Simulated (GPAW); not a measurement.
# TiO2 (Anatase): optical spectrum from first principles, part 2 of 2

Aim: the dielectric function of TiO2 (Anatase), and the optical constants that follow from it.

GPAW 26.7.0; DFT, PBE, plane-wave PAW (GPAW data sets), scalar-relativistic, RPA, optical limit.

So far. Step 2 (Ground state): There is a gap, 2.13 eV on this mesh (points off the mesh can give less), so no carriers' term is needed.

### Step 4. Dielectric function, RPA

Local fields let the induced charge screen the field inside the cell, which as a rule lowers ε, most along directions where the density is uneven.

This step: DFT, PBE, plane-wave PAW (GPAW data sets), scalar-relativistic, RPA, optical limit (GPAW 26.7.0).

Contents of df.py:

```python
from gpaw.response.df import DielectricFunction

df = DielectricFunction('full.gpw', frequencies={'type': 'nonlinear', 'domega0': 0.03, 'omega2': 8},
                        ecut=50,
                        eta=0.12,
                        nbands=62,
                        txt='df.txt')
for direction in ['x', 'z']:
    df.get_dielectric_function(xc='RPA', direction=direction, filename=f'df_{direction}.csv')
```

On the command line:

```console
$ OMP_NUM_THREADS=1 python df.py
```

Numbers of over 12 decimals in the logs are rounded to 6 here.

What it wrote:

```text
Using integrator: PointIntegrator
NonLinearFrequencyDescriptor(from 0.000 to 91.912 eV, 533 points)
Nonperiodic BCs:  [False False False]
Using integrator: PointIntegrator
NonLinearFrequencyDescriptor(from 0.000 to 91.912 eV, 533 points)
Nonperiodic BCs:  [False False False]

Calculating chi0 body with:
    Ground state adapter containing:
    Number of spins: 1
    Number of kpoints: 1331
    Number of irreducible kpoints: 126
    Number of completely occupied states: 24
    Number of partially occupied states: 24

    Linear response parametrization:
    q_c: [0.0, 0.0, 0.0]
    Number of frequency points: 533
    Planewave cutoff: 50.0
    Number of bands: 62
    Number of planewaves: 53
    Broadening (eta): 0.12

Integrating chi0 body.

Symmetries of q_c:
    Direct symmetries (Uq -> q): 8
    Indirect symmetries (TUq -> q): 8
In total 16 allowed symmetries.

126 groups of equivalent kpoints. 90.533434% reduction.

Integral kind: spectral function

Calculating chi0 optical extensions with:
    Ground state adapter containing:
    Number of spins: 1
    Number of kpoints: 1331
    Number of irreducible kpoints: 126
    Number of completely occupied states: 24
    Number of partially occupied states: 24

    Linear response parametrization:
    Number of frequency points: 533
    Planewave cutoff: 50.0
    Number of bands: 62
    Number of planewaves: 53
    Broadening (eta): 0.12
Integrating chi0 head and wings.

Symmetries of q_c:
    Direct symmetries (Uq -> q): 8
    Indirect symmetries (TUq -> q): 8
In total 16 allowed symmetries.

126 groups of equivalent kpoints. 90.533434% reduction.

Integral kind: spectral function wings
```

Wall time 2 min (1 thread of Arm Neoverse V2, shared host); peak memory 0.34 GiB.

Numbers from this step:

| Property | Result |
| --- | --- |
| electronic dielectric constant ε∞, mean over x, y and z (by symmetry where fewer were run) | 5.917 |
| main peak of Im epsilon, first axis | 4.899 eV |

Some rows of df_x.csv (energy; Re and Im without local fields; Re and Im with them):

```text
0.000000, 6.218830, -0.000000, 6.069430, -0.000000
0.429336, 6.260300, 0.023580, 6.109288, 0.022656
0.878195, 6.399858, 0.052596, 6.243278, 0.050449
1.347938, 6.682502, 0.096149, 6.513958, 0.091909
1.840057, 7.225912, 0.184704, 7.031864, 0.175437
2.356191, 8.489547, 0.638152, 8.225609, 0.599321
2.898142, 8.596829, 2.804997, 8.342719, 2.610584
3.467895, 9.663342, 4.849237, 9.458850, 4.387596
4.067647, 5.981572, 7.952709, 6.383567, 7.670167
4.699832, 4.491144, 6.931159, 4.691311, 6.929133
5.367152, 0.682163, 6.172843, 0.824284, 6.573637
6.072622, 1.937081, 3.891544, 1.709536, 4.054897
6.819608, 2.438926, 5.893524, 2.232531, 5.867730
7.611886, -0.699531, 4.740441, -0.942928, 4.643306
8.453705, -0.535472, 3.033230, -0.823024, 3.175356
9.349861, -0.319858, 2.419431, -0.522548, 2.351866
10.305790, 0.025304, 1.402311, -0.196203, 1.310660
11.327680, 0.393699, 1.121387, 0.223687, 0.993306
12.422601, 0.569122, 1.086940, 0.438587, 0.935461
13.598673, 0.859558, 1.012751, 0.779932, 0.828818
```

Values under the direct gap are tails of Lorentzian lines. The Im ε by photon energy; read off at these points:

| photon energy (eV) | E ∥ x | E ∥ z |
| --- | --- | --- |
| 0.000 | 0 | 0 |
| 0.250 | 0.0130 | 0.0101 |
| 0.500 | 0.0266 | 0.0207 |
| 0.750 | 0.0418 | 0.0322 |
| 1.000 | 0.0595 | 0.0454 |
| 1.250 | 0.0815 | 0.0612 |
| 1.500 | 0.111 | 0.0811 |
| 1.750 | 0.154 | 0.107 |
| 2.000 | 0.228 | 0.145 |
| 2.250 | 0.406 | 0.202 |
| 2.500 | 1.11 | 0.304 |
| 2.750 | 2.34 | 0.533 |
| 3.000 | 2.40 | 1.19 |
| 3.250 | 3.61 | 4.56 |
| 3.500 | 4.62 | 6.90 |
| 3.750 | 7.18 | 5.85 |
| 4.000 | 7.61 | 5.64 |
| 4.200 | 8.02 | 7.34 |
| 4.250 | 7.97 | 7.54 |
| 4.500 | 6.70 | 5.44 |
| 4.750 | 7.32 | 4.09 |
| 4.887 | 8.09 | 3.77 |
| 5.000 | 7.89 | 3.18 |
| 5.250 | 7.03 | 2.90 |
| 5.500 | 5.69 | 2.87 |
| 5.750 | 4.34 | 3.96 |
| 6.000 | 4.10 | 3.80 |
| 6.250 | 4.05 | 2.65 |
| 6.500 | 4.57 | 2.94 |
| 6.750 | 5.40 | 3.52 |
| 7.000 | 5.59 | 4.00 |
| 7.250 | 6.06 | 5.36 |
| 7.323 | 6.23 | 5.72 |
| 7.500 | 5.26 | 6.62 |
| 7.750 | 4.29 | 7.26 |
| 8.000 | 3.69 | 7.76 |
| 8.208 | 3.33 | 8.41 |
| 8.250 | 3.31 | 8.26 |
| 8.500 | 3.12 | 6.31 |
| 8.750 | 2.41 | 5.43 |
| 9.000 | 2.35 | 6.11 |
| 9.250 | 2.36 | 5.48 |
| 9.500 | 2.18 | 3.60 |
| 9.750 | 1.73 | 2.55 |
| 10.000 | 1.51 | 1.77 |
| 10.250 | 1.31 | 1.45 |
| 10.500 | 1.24 | 1.18 |
| 10.750 | 1.17 | 0.892 |
| 11.000 | 1.09 | 0.682 |
| 11.250 | 1.04 | 0.785 |
| 11.500 | 0.960 | 0.577 |
| 11.750 | 1.01 | 0.530 |
| 12.000 | 1.07 | 0.685 |
| 12.250 | 1.03 | 0.599 |
| 12.500 | 0.902 | 0.527 |
| 12.750 | 0.905 | 0.573 |
| 13.000 | 0.791 | 0.537 |
| 13.250 | 0.798 | 0.660 |
| 13.500 | 0.833 | 0.843 |
| 13.750 | 0.818 | 0.894 |

Table of Re ε by photon energy:

| photon energy (eV) | E ∥ x | E ∥ z |
| --- | --- | --- |
| 0.0 | 6.07 | 5.61 |
| 0.5 | 6.12 | 5.65 |
| 1.0 | 6.30 | 5.79 |
| 1.5 | 6.64 | 6.05 |
| 2.0 | 7.29 | 6.50 |
| 2.5 | 8.58 | 7.35 |
| 3.0 | 8.45 | 9.51 |
| 3.5 | 9.54 | 7.25 |
| 4.0 | 6.68 | 5.91 |
| 4.5 | 4.06 | 1.92 |
| 5.0 | 2.60 | 2.32 |
| 5.5 | 0.358 | 3.87 |
| 6.0 | 1.61 | 2.82 |
| 6.5 | 2.22 | 4.27 |
| 7.0 | 1.08 | 4.94 |
| 7.5 | -1.01 | 4.46 |
| 8.0 | -0.961 | 2.34 |
| 8.5 | -0.892 | -1.25 |
| 9.0 | -0.441 | -0.970 |
| 9.5 | -0.749 | -3.24 |
| 10.0 | -0.473 | -2.28 |
| 10.5 | -0.128 | -1.43 |
| 11.0 | 0.140 | -0.703 |
| 11.5 | 0.346 | -0.325 |
| 12.0 | 0.479 | 0.200 |
| 12.5 | 0.483 | 0.372 |
| 13.0 | 0.629 | 0.675 |
| 13.5 | 0.764 | 0.879 |

The Im ε, E ∥ x has structure finer than the step of the table below, so its rows give means over 0.5 eV, whole bins alone (the curve runs from 0 to 14.0 eV). Peaks (eV: height): without local fields 4.20: 8.14, 4.89: 8.01, 7.32: 6.22; with local fields 4.20: 8.02, 4.89: 8.09, 7.32: 6.23.

Values under the direct gap are tails of Lorentzian lines. Im ε, E ∥ x against photon energy; means over each step:

| photon energy (eV) | without local fields | with local fields |
| --- | --- | --- |
| 0.5 | 0.0280 | 0.0269 |
| 1.0 | 0.0628 | 0.0602 |
| 1.5 | 0.119 | 0.113 |
| 2.0 | 0.258 | 0.244 |
| 2.5 | 1.23 | 1.15 |
| 3.0 | 2.90 | 2.67 |
| 3.5 | 5.48 | 4.98 |
| 4.0 | 7.99 | 7.66 |
| 4.5 | 7.02 | 7.07 |
| 5.0 | 7.51 | 7.67 |
| 5.5 | 5.26 | 5.66 |
| 6.0 | 3.90 | 4.10 |
| 6.5 | 4.55 | 4.65 |
| 7.0 | 5.75 | 5.76 |
| 7.5 | 5.36 | 5.31 |
| 8.0 | 3.69 | 3.73 |
| 8.5 | 2.89 | 3.00 |
| 9.0 | 2.41 | 2.36 |
| 9.5 | 2.17 | 2.11 |
| 10.0 | 1.59 | 1.52 |
| 10.5 | 1.35 | 1.25 |
| 11.0 | 1.23 | 1.10 |
| 11.5 | 1.12 | 0.981 |
| 12.0 | 1.22 | 1.06 |
| 12.5 | 1.10 | 0.938 |
| 13.0 | 0.990 | 0.822 |
| 13.5 | 1.01 | 0.823 |

Table of reflectivity at normal incidence by photon energy; read off at these points:

| photon energy (eV) | E ∥ x (%) | E ∥ z (%) |
| --- | --- | --- |
| 0.000 | 17.9 | 16.5 |
| 0.250 | 17.9 | 16.5 |
| 0.500 | 18.0 | 16.6 |
| 0.750 | 18.2 | 16.8 |
| 1.000 | 18.5 | 17.0 |
| 1.250 | 18.9 | 17.4 |
| 1.500 | 19.4 | 17.8 |
| 1.750 | 20.2 | 18.3 |
| 2.000 | 21.1 | 19.1 |
| 2.250 | 22.6 | 20.0 |
| 2.500 | 24.4 | 21.3 |
| 2.750 | 25.9 | 23.2 |
| 3.000 | 25.0 | 26.3 |
| 3.250 | 27.7 | 31.2 |
| 3.343 | 27.7 | 32.0 |
| 3.500 | 29.3 | 30.4 |
| 3.750 | 31.9 | 26.9 |
| 4.000 | 31.5 | 26.7 |
| 4.200 | 32.0 | 30.5 |
| 4.250 | 32.0 | 31.1 |
| 4.500 | 28.9 | 26.6 |
| 4.750 | 30.4 | 20.7 |
| 5.000 | 33.2 | 16.5 |
| 5.250 | 32.8 | 15.7 |
| 5.500 | 31.6 | 16.5 |
| 5.750 | 24.5 | 20.3 |
| 6.000 | 21.8 | 19.2 |
| 6.250 | 20.6 | 14.7 |
| 6.500 | 22.8 | 17.4 |
| 6.750 | 25.7 | 19.5 |
| 7.000 | 29.1 | 21.5 |
| 7.250 | 31.5 | 25.4 |
| 7.500 | 36.7 | 28.6 |
| 7.750 | 34.0 | 30.8 |
| 8.000 | 33.7 | 33.2 |
| 8.250 | 31.3 | 38.6 |
| 8.500 | 32.4 | 39.5 |
| 8.750 | 31.2 | 35.4 |
| 9.000 | 26.4 | 38.0 |
| 9.250 | 27.0 | 47.7 |
| 9.500 | 30.4 | 53.1 |
| 9.549 | 31.0 | 53.7 |
| 9.750 | 27.9 | 53.4 |
| 9.957 | 27.3 | 56.0 |
| 10.000 | 26.8 | 55.8 |
| 10.250 | 22.6 | 52.2 |
| 10.500 | 20.1 | 51.3 |
| 10.750 | 17.5 | 52.0 |
| 11.000 | 14.3 | 45.3 |
| 11.250 | 13.3 | 34.5 |
| 11.500 | 10.0 | 33.8 |
| 11.750 | 8.43 | 19.6 |
| 12.000 | 8.91 | 11.8 |
| 12.250 | 9.32 | 12.5 |
| 12.500 | 7.65 | 7.13 |
| 12.750 | 7.21 | 4.66 |
| 13.000 | 5.23 | 3.02 |
| 13.250 | 4.63 | 2.62 |
| 13.500 | 4.51 | 3.99 |
| 13.750 | 4.16 | 4.48 |

Table of refractive index n and extinction k by photon energy:

| photon energy (eV) | n, E ∥ x | k, E ∥ x | n, E ∥ z | k, E ∥ z |
| --- | --- | --- | --- | --- |
| 0.0 | 2.46 | 0 | 2.37 | 0 |
| 0.5 | 2.47 | 0.00538 | 2.38 | 0.00435 |
| 1.0 | 2.51 | 0.0119 | 2.41 | 0.00944 |
| 1.5 | 2.58 | 0.0215 | 2.46 | 0.0165 |
| 2.0 | 2.70 | 0.0422 | 2.55 | 0.0284 |
| 2.5 | 2.94 | 0.190 | 2.71 | 0.0561 |
| 3.0 | 2.93 | 0.409 | 3.09 | 0.192 |
| 3.5 | 3.17 | 0.728 | 2.94 | 1.17 |
| 4.0 | 2.90 | 1.31 | 2.65 | 1.06 |
| 4.5 | 2.44 | 1.37 | 1.96 | 1.39 |
| 5.0 | 2.33 | 1.69 | 1.77 | 0.900 |
| 5.5 | 1.74 | 1.63 | 2.08 | 0.689 |
| 6.0 | 1.74 | 1.18 | 1.94 | 0.977 |
| 6.5 | 1.91 | 1.20 | 2.17 | 0.677 |
| 7.0 | 1.84 | 1.52 | 2.38 | 0.842 |
| 7.5 | 1.47 | 1.79 | 2.49 | 1.33 |
| 8.0 | 1.19 | 1.55 | 2.29 | 1.70 |
| 8.5 | 1.09 | 1.44 | 1.61 | 1.96 |
| 9.0 | 0.989 | 1.19 | 1.61 | 1.89 |
| 9.5 | 0.881 | 1.24 | 0.895 | 2.01 |
| 10.0 | 0.746 | 1.01 | 0.551 | 1.61 |
| 10.5 | 0.747 | 0.828 | 0.460 | 1.28 |
| 11.0 | 0.788 | 0.693 | 0.373 | 0.917 |
| 11.5 | 0.827 | 0.581 | 0.411 | 0.702 |
| 12.0 | 0.909 | 0.589 | 0.676 | 0.506 |
| 12.5 | 0.868 | 0.520 | 0.713 | 0.369 |
| 13.0 | 0.906 | 0.437 | 0.877 | 0.306 |
| 13.5 | 0.973 | 0.428 | 1.02 | 0.412 |

From ε follow the optical constants at some laser and lamp lines:

| wavelength (nm) | n x | k x | R (%) x | 1/α x | n z | k z | R (%) z | 1/α z |
| --- | --- | --- | --- | --- | --- | --- | --- | --- |
| 1550 | 2.49 | 0.009 | 18.3 | 14 µm | 2.39 | 0.007 | 16.8 | 17 µm |
| 1064 | 2.53 | 0.015 | 18.8 | 5.8 µm | 2.42 | 0.011 | 17.2 | 7.4 µm |
| 532 | 2.85 | 0.095 | 23.2 | 447 nm | 2.64 | 0.043 | 20.4 | 980 nm |
| 405 | 2.99 | 0.403 | 25.6 | 80 nm | 3.17 | 0.248 | 27.4 | 130 nm |
| 365 | 3.11 | 0.646 | 28.1 | 45 nm | 3.18 | 1.081 | 31.8 | 27 nm |
| 308 | 2.88 | 1.323 | 31.5 | 19 nm | 2.67 | 1.081 | 27.0 | 23 nm |
| 193 | 1.92 | 1.200 | 23.0 | 13 nm | 2.11 | 0.645 | 16.4 | 24 nm |

Below the direct gap, k and the depth come from the tails of the Lorentzian lines, not from transitions.

Rows near the edge hang on the gap, which this functional as a rule makes too small, and phonon-assisted absorption is left out.

At 1064 nm the birefringence n(z) − n(x) is -0.107: the crystal is uniaxial negative at this level.

### Step 5. Outcome

- electronic dielectric constant ε∞, mean over x, y and z (by symmetry where fewer were run) (RPA): 5.92
- main peak of Im epsilon, first axis: 4.90 eV

At this level (PBE, RPA) TiO2 has a mean ε∞ = 5.92 and n = 2.49 at 1550 nm (E ∥ x), and Im ε peaks at 4.9 eV (E ∥ x). On the mesh the gap is 2.13 eV and the least direct gap 2.48 eV, so on this mesh the band edges lie at different points. Local fields change the static value along x from 6.22 to 6.07 (-2 %). Distinct maxima of Im ε, read by a parabola through the highest points, lie at 4.21 eV (8.0), 4.90 eV (8.1), 6.88 eV (6.1) and 7.34 eV (6.2) for E ∥ x. The static values by axis are 6.07 (x), 5.61 (z). At 1064 nm the birefringence n(z) − n(x) is -0.107: the crystal is uniaxial negative at this level. Excitons and phonon-assisted transitions are missing; PBE gaps are as a rule too small, which pulls the onset down and ε∞ up. The sum runs over mesh points, so small or evenly spaced maxima can still be ripples of the mesh. In this version of GPAW the matrix elements of the optical limit are incomplete, which can lower ε − 1 by up to a tenth where first-row anions or d states rule, and shift it by more in d metals. Besides steps told in other documents, this task had 2 steps that ran out of time; those not told in a step above aren't shown.

[Machine, clock and banner lines and Python warnings are left out of the logs.]

[Logs are printed without paths, hosts, clocks, repeated set-up lines and the standing remarks that a program may print on its own settings, such as how far it seeks lower states.]

[Hosts, paths, dates, database ids (printed as entryN), source tags and the programs' standing remarks are cut or masked in the printed files.]
